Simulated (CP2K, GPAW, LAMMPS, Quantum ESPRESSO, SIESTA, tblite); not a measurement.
# From one method to another: forces in amorphous SiO1.7 (154 atoms)

154 atoms (57 Si, 97 O) placed at random at 2.22 g/cm³, melted at 5000 K for 10 ps at fixed volume with the Tersoff Si-O potential (Munetoh et al., Comput. Mater. Sci. 39, 334 (2007)). Quenched from 5000 K to 100 K at 300 K/ps and fixed volume, held 5 ps.

Two calculations on one geometry. First: Kohn-Sham DFT, PBE, GTH-PBE pseudopotentials, Gaussian and plane waves, DZVP-MOLOPT (UZH set), diagonalisation; DZVP-UZH; 600/50 Ry; levels smeared at 580 K (CP2K 2026.2; Γ point). Second: Kohn-Sham DFT, PBE, SSSP efficiency 1.3.0 pseudopotentials, plane waves; sssp-1.3.0-efficiency; 60/480 Ry; levels smeared at 580 K (Quantum ESPRESSO 7.5; sssp-pbe-1.3.0-efficiency, cutoffs 60/480 Ry, Γ point).

Cell vectors (Å):

```
13.312 0.000 0.000
0.000 13.312 0.000
0.000 0.000 13.312
```

Atom, position (Å) and force of the first calculation (eV/Å):

```
1 Si 13.00 5.69 3.19 2.26 -0.62 -1.10
2 Si 2.22 10.50 7.07 3.27 1.56 -1.06
3 Si 0.29 3.00 4.86 1.71 1.55 -3.06
4 Si 3.17 4.61 0.92 0.15 -3.80 -1.72
5 Si 1.47 12.51 10.20 2.10 -4.74 0.32
6 Si 1.08 2.63 7.55 2.80 1.45 1.67
7 Si 0.75 5.77 7.97 1.65 0.00 1.71
8 Si 2.91 8.95 3.12 0.90 -1.02 1.78
9 Si 9.38 9.28 12.61 -0.23 2.50 1.96
10 Si 0.04 7.68 5.42 -0.28 -1.54 2.56
11 Si 9.58 8.81 7.34 2.05 -2.51 0.87
12 Si 0.87 11.16 4.05 0.92 2.16 2.27
13 Si 7.38 3.20 9.24 0.09 0.40 -0.39
14 Si 11.89 3.12 12.14 0.83 0.98 1.98
15 Si 3.69 0.84 7.25 2.69 1.75 0.41
16 Si 7.42 1.60 2.89 2.07 -1.52 -0.53
17 Si 1.55 0.81 2.94 0.39 0.67 -1.70
18 Si 3.77 4.84 11.10 -0.84 0.74 0.31
19 Si 1.26 2.29 0.23 0.45 -1.53 -0.45
20 Si 3.25 11.67 9.01 -2.72 -0.11 0.36
21 Si 6.51 11.21 2.93 1.41 0.58 -0.73
22 Si 12.47 10.12 7.11 -2.18 -0.80 -0.95
23 Si 12.03 0.37 9.62 -1.27 -0.44 1.94
24 Si 8.26 0.21 9.83 0.00 0.74 1.64
25 Si 0.04 8.59 2.49 -2.33 0.39 -1.75
26 Si 5.50 4.75 7.33 -0.50 0.98 1.44
27 Si 7.01 6.65 1.14 0.19 -1.09 0.16
28 Si 6.83 5.27 11.52 0.76 0.87 1.37
29 Si 4.88 10.98 11.67 1.04 -1.54 -1.24
30 Si 10.22 0.55 12.23 -1.15 -1.27 1.18
31 Si 10.93 8.58 10.18 0.72 4.11 -0.59
32 Si 6.24 6.30 3.34 -1.17 -1.67 -2.85
33 Si 3.20 4.25 5.30 0.45 0.56 -1.86
34 Si 2.31 6.83 10.63 0.13 -0.44 -2.13
35 Si 4.98 9.17 0.92 2.69 1.81 -0.36
36 Si 11.68 1.54 6.75 -3.15 -0.85 -0.32
37 Si 9.67 3.90 7.05 -0.86 -0.06 0.69
38 Si 4.30 8.62 5.87 -2.62 -0.74 0.78
39 Si 7.09 7.25 6.10 -0.72 0.36 1.17
40 Si 11.46 4.96 9.58 0.06 0.29 -1.61
41 Si 7.04 10.86 10.88 -0.10 -0.50 1.41
42 Si 3.34 0.27 12.22 -0.11 1.81 2.64
43 Si 9.32 12.57 1.86 0.35 -1.40 -0.04
44 Si 7.17 10.46 7.77 -3.96 -3.46 -0.30
45 Si 9.85 11.66 7.79 1.12 3.44 -2.02
46 Si 9.75 6.48 11.82 -3.02 -2.29 0.88
47 Si 1.99 2.18 10.47 0.30 2.38 2.38
48 Si 5.01 11.82 5.78 -1.31 -0.19 -0.25
49 Si 10.05 5.78 1.63 -0.31 0.04 0.20
50 Si 8.53 4.27 4.04 0.38 -0.08 -0.02
51 Si 2.93 6.51 3.19 -1.93 0.26 2.74
52 Si 2.38 7.54 0.56 -0.94 0.39 -1.68
53 Si 10.27 9.47 1.59 0.02 2.37 -0.80
54 Si 8.04 8.64 3.58 1.86 1.92 -0.35
55 Si 11.46 12.70 4.36 -2.56 0.04 -1.96
56 Si 4.36 2.47 2.95 -2.43 0.22 0.10
57 Si 0.68 9.48 9.61 1.45 -0.41 3.34
58 O 13.21 7.33 3.74 -1.66 2.43 -1.45
59 O 3.95 9.09 4.35 1.43 0.32 0.32
60 O 7.45 3.99 10.70 0.81 -1.42 -0.33
61 O 7.25 12.39 10.39 0.13 0.94 -0.88
62 O 1.27 9.63 3.27 -1.86 1.14 -0.19
63 O 4.20 3.66 1.78 0.43 -0.01 0.78
64 O 4.00 4.56 6.70 -0.03 -0.64 -0.22
65 O 4.17 3.26 4.36 0.46 0.44 0.64
66 O 4.48 0.03 6.09 0.10 0.79 -1.27
67 O 4.16 10.88 10.16 0.14 -0.31 0.32
68 O 10.38 5.87 10.45 1.28 -0.35 -0.48
69 O 2.65 1.29 0.00 3.05 -1.55 -0.74
70 O 12.56 11.52 4.08 0.23 -0.48 -0.19
71 O 3.74 13.16 8.52 0.71 0.21 0.04
72 O 6.86 10.16 9.39 0.95 0.01 -0.59
73 O 13.13 2.38 6.41 -1.33 -0.25 0.17
74 O 11.28 0.04 11.08 1.90 -0.65 -0.89
75 O 2.34 0.52 10.90 -0.06 1.06 -1.95
76 O 9.92 11.00 2.07 0.41 -1.13 -1.24
77 O 7.47 1.57 9.29 0.23 -0.22 0.17
78 O 2.84 5.68 4.59 -0.42 -1.26 2.73
79 O 9.20 4.53 5.57 -0.36 0.31 -0.47
80 O 11.42 1.13 8.33 0.97 0.57 -0.48
81 O 0.26 13.29 9.49 -1.26 0.04 -1.02
82 O 1.84 8.31 9.94 -0.70 2.63 0.42
83 O 6.67 5.58 13.17 -0.89 -0.37 1.11
84 O 1.83 3.69 0.82 1.13 2.07 0.84
85 O 0.68 6.65 6.58 0.06 -0.04 1.26
86 O 8.86 10.31 7.57 0.45 -0.35 0.39
87 O 9.35 12.91 8.71 -1.32 0.66 1.70
88 O 11.94 9.20 1.86 0.73 -0.65 0.55
89 O 12.56 8.84 10.19 1.15 -0.17 -1.23
90 O 8.90 0.65 11.27 0.04 0.44 0.09
91 O 11.66 6.01 2.18 -0.27 -0.47 0.20
92 O 12.87 4.32 4.11 -0.56 -0.89 0.51
93 O 12.68 5.82 8.86 -0.53 -0.14 0.76
94 O 1.35 5.87 2.84 -4.48 -2.41 0.67
95 O 3.48 8.59 1.52 1.20 0.44 -2.92
96 O 2.49 7.41 12.23 -0.78 0.07 2.44
97 O 10.75 4.54 8.11 0.05 0.02 0.38
98 O 3.10 1.35 2.95 0.90 0.27 0.16
99 O 10.28 13.00 3.21 1.88 0.75 1.99
100 O 11.44 11.38 7.43 2.13 0.89 1.01
101 O 12.94 9.20 5.82 2.47 0.62 -2.03
102 O 0.94 1.22 1.48 -1.38 -0.38 0.98
103 O 6.26 11.46 6.85 -0.40 1.14 -0.24
104 O 8.20 2.67 3.83 -0.27 -0.35 0.10
105 O 3.15 9.15 6.91 -1.14 -5.26 1.87
106 O 0.99 10.90 10.44 -1.47 -1.53 -0.03
107 O 12.01 3.80 10.62 -0.07 -0.31 -0.71
108 O 2.44 1.89 7.01 -0.68 -1.48 -0.04
109 O 10.39 2.54 6.52 0.97 -0.95 -0.42
110 O 5.79 1.65 2.77 -0.16 0.61 -0.20
111 O 7.70 12.07 2.13 -3.23 -3.56 0.99
112 O 7.13 7.39 4.34 -1.47 -1.20 2.00
113 O 8.62 7.71 6.54 0.33 0.20 0.32
114 O 4.59 6.22 3.40 3.32 0.86 -1.26
115 O 1.77 3.50 5.38 -1.28 -0.59 -1.22
116 O 3.17 3.39 10.48 0.28 0.35 -0.18
117 O 10.68 2.10 12.47 -0.14 0.29 0.23
118 O 3.84 4.74 12.76 -0.38 0.17 0.35
119 O 8.67 6.71 1.45 -1.34 -0.55 0.01
120 O 5.61 11.81 4.20 -0.38 0.19 0.19
121 O 8.17 10.27 12.01 -0.89 0.38 -1.35
122 O 4.63 9.74 12.76 -0.65 -0.14 -0.47
123 O 13.10 2.94 13.20 -5.44 1.33 2.00
124 O 6.63 5.74 6.60 0.48 0.52 -0.45
125 O 6.02 3.76 8.51 -1.57 -0.68 -0.28
126 O 2.86 6.15 1.48 2.82 0.16 -3.53
127 O 1.50 12.50 3.31 0.08 -0.28 0.12
128 O 1.04 2.25 9.13 -0.11 0.45 0.44
129 O 5.57 10.48 1.77 -0.77 -0.59 0.22
130 O 8.10 6.34 11.51 1.25 0.43 -1.06
131 O 1.45 11.10 5.65 -2.31 0.04 -0.92
132 O 1.14 2.29 11.87 1.69 0.09 -5.13
133 O 9.97 8.36 8.89 -1.53 -1.26 -0.55
134 O 0.54 1.65 3.96 -0.40 0.09 0.90
135 O 6.27 8.12 0.85 -0.96 0.35 -0.36
136 O 4.43 12.39 12.32 0.16 0.38 1.01
137 O 10.04 8.11 11.59 0.43 -3.06 -0.03
138 O 7.04 4.95 3.86 -0.03 -0.31 0.36
139 O 10.06 12.94 0.33 -0.36 0.94 -1.19
140 O 9.47 4.65 2.72 0.25 0.13 0.43
141 O 9.36 8.58 2.64 1.65 0.23 0.06
142 O 0.88 7.97 1.20 1.20 0.20 -0.73
143 O 10.23 5.84 13.27 1.27 -0.62 -1.45
144 O 3.61 10.98 6.13 5.57 4.00 -2.32
145 O 11.48 0.18 5.79 0.73 1.51 0.49
146 O 5.80 8.30 6.38 1.32 0.15 0.75
147 O 8.35 3.76 8.03 1.50 -0.39 -0.41
148 O 11.14 9.10 6.92 -2.99 -1.03 0.36
149 O 8.42 0.68 1.98 -0.94 6.02 0.48
150 O 1.23 4.26 7.51 -1.07 0.26 1.07
151 O 7.38 10.11 3.74 -0.14 -0.85 0.54
152 O 0.71 10.00 7.95 -0.61 -0.80 0.45
153 O 5.34 5.29 10.82 0.19 0.43 -0.07
154 O 1.90 6.23 9.10 -0.85 -1.84 -1.14
```

**Question.** What forces does the second calculation give?

Atom and force (eV/Å):

```
1 2.19 -0.40 -1.04
2 3.19 1.41 -1.22
3 1.87 1.47 -2.84
4 0.17 -3.74 -1.66
5 2.00 -4.49 0.28
6 2.82 1.52 1.43
7 1.55 -0.01 1.70
8 0.79 -0.98 1.67
9 -0.32 2.43 1.74
10 -0.27 -1.53 2.45
11 2.00 -2.40 0.88
12 0.91 2.11 2.27
13 0.06 0.41 -0.45
14 0.87 0.77 1.79
15 2.70 1.75 0.39
16 2.09 -1.46 -0.57
17 0.33 0.67 -1.72
18 -0.67 0.61 0.44
19 0.43 -1.47 -0.36
20 -2.51 -0.06 0.41
21 1.38 0.53 -0.72
22 -2.24 -1.00 -0.93
23 -1.26 -0.33 2.05
24 -0.10 0.82 1.68
25 -2.07 0.25 -1.59
26 -0.46 0.85 1.41
27 0.30 -0.97 -0.07
28 0.80 0.84 1.36
29 0.81 -1.55 -1.14
30 -1.14 -1.17 1.07
31 0.63 3.99 -0.57
32 -1.10 -1.76 -2.60
33 0.51 0.51 -1.85
34 0.05 -0.29 -2.17
35 2.71 1.83 -0.27
36 -3.20 -0.82 -0.33
37 -0.90 -0.08 0.68
38 -2.63 -0.61 0.79
39 -0.68 0.47 0.98
40 0.05 0.37 -1.65
41 0.04 -0.39 1.22
42 -0.15 1.88 2.59
43 0.34 -1.28 -0.03
44 -3.80 -3.28 -0.19
45 1.10 3.35 -1.98
46 -2.98 -2.26 0.75
47 0.19 2.24 2.47
48 -1.17 -0.11 -0.29
49 -0.35 0.09 0.13
50 0.36 -0.15 -0.02
51 -1.89 0.17 2.62
52 -0.86 0.30 -1.27
53 0.06 2.36 -0.59
54 1.82 1.99 -0.21
55 -2.54 0.11 -1.91
56 -2.39 0.24 0.10
57 1.41 -0.37 3.30
58 -1.63 2.44 -1.37
59 1.46 0.24 0.38
60 0.74 -1.40 -0.36
61 0.12 0.87 -0.78
62 -1.92 1.17 -0.20
63 0.46 -0.03 0.75
64 0.21 -0.62 -0.18
65 0.36 0.42 0.58
66 0.08 0.80 -1.21
67 0.11 -0.22 0.24
68 1.27 -0.31 -0.41
69 3.06 -1.66 -0.81
70 0.14 -0.39 -0.10
71 0.73 0.09 0.01
72 0.97 -0.05 -0.63
73 -1.31 -0.36 0.24
74 1.96 -0.69 -1.01
75 0.05 0.93 -1.95
76 0.47 -1.14 -1.26
77 0.36 -0.25 0.14
78 -0.46 -1.22 2.65
79 -0.27 0.30 -0.55
80 1.04 0.47 -0.45
81 -1.35 -0.05 -0.90
82 -0.71 2.51 0.51
83 -0.77 -0.39 1.10
84 1.18 2.04 0.88
85 0.07 0.04 1.05
86 0.43 -0.28 0.32
87 -1.23 0.39 1.47
88 0.81 -0.60 0.56
89 1.00 -0.24 -1.19
90 0.01 0.30 0.13
91 -0.17 -0.46 0.18
92 -0.44 -0.97 0.46
93 -0.48 -0.21 0.77
94 -4.53 -2.38 0.58
95 1.19 0.46 -3.00
96 -0.76 0.17 2.36
97 0.01 0.09 0.38
98 0.84 0.33 0.24
99 1.99 0.74 2.14
100 2.03 0.83 0.95
101 2.43 0.66 -1.97
102 -1.30 -0.34 1.03
103 -0.29 1.11 -0.22
104 -0.24 -0.32 0.05
105 -1.02 -5.18 1.74
106 -1.48 -1.55 -0.08
107 -0.06 -0.26 -0.53
108 -0.73 -1.53 0.06
109 1.07 -0.94 -0.40
110 -0.07 0.54 -0.22
111 -3.19 -3.42 0.95
112 -1.43 -1.15 2.06
113 0.21 0.10 0.46
114 3.29 0.93 -1.20
115 -1.39 -0.65 -1.31
116 0.18 0.31 -0.17
117 -0.07 0.35 0.31
118 -0.49 0.25 0.15
119 -1.32 -0.70 -0.03
120 -0.35 0.19 0.27
121 -0.81 0.33 -1.30
122 -0.70 -0.01 -0.57
123 -5.56 1.43 1.92
124 0.37 0.58 -0.37
125 -1.62 -0.45 -0.49
126 2.73 0.32 -3.50
127 0.00 -0.42 0.09
128 -0.06 0.38 0.45
129 -0.83 -0.57 0.18
130 1.20 0.49 -1.10
131 -2.36 -0.06 -0.91
132 1.78 0.13 -5.07
133 -1.48 -1.29 -0.46
134 -0.33 0.18 0.93
135 -0.94 0.23 -0.44
136 0.00 0.49 1.03
137 0.40 -2.89 -0.03
138 -0.09 -0.13 0.31
139 -0.33 0.99 -1.16
140 0.35 0.13 0.34
141 1.52 0.20 0.03
142 1.23 0.17 -0.71
143 1.12 -0.63 -1.29
144 5.50 3.88 -2.23
145 0.81 1.44 0.32
146 1.31 0.00 0.61
147 1.59 -0.43 -0.45
148 -2.83 -1.01 0.37
149 -0.97 6.02 0.47
150 -1.10 0.22 1.06
151 -0.12 -1.06 0.53
152 -0.79 -0.69 0.49
153 0.12 0.39 -0.05
154 -0.84 -1.82 -1.11
```

The two sets differ by 91.5 meV/Å r.m.s., 6.4 % of the r.m.s. force of the Quantum ESPRESSO run. The network of bonds at the start is that of the classical potential that made the cell, and needn't be the one that DFT or experiment would give. The electronic-structure runs sample only Γ, in a cell whose shortest periodic width is 13 Å, which is coarse for a cell with partly filled levels.

[Logs are printed without paths, hosts, clocks, repeated set-up lines and the standing remarks that a program may print on its own settings, such as how far it seeks lower states.]

[Hosts, paths, dates, database ids (printed as entryN), source tags and the programs' standing remarks are cut or masked in the printed files.]
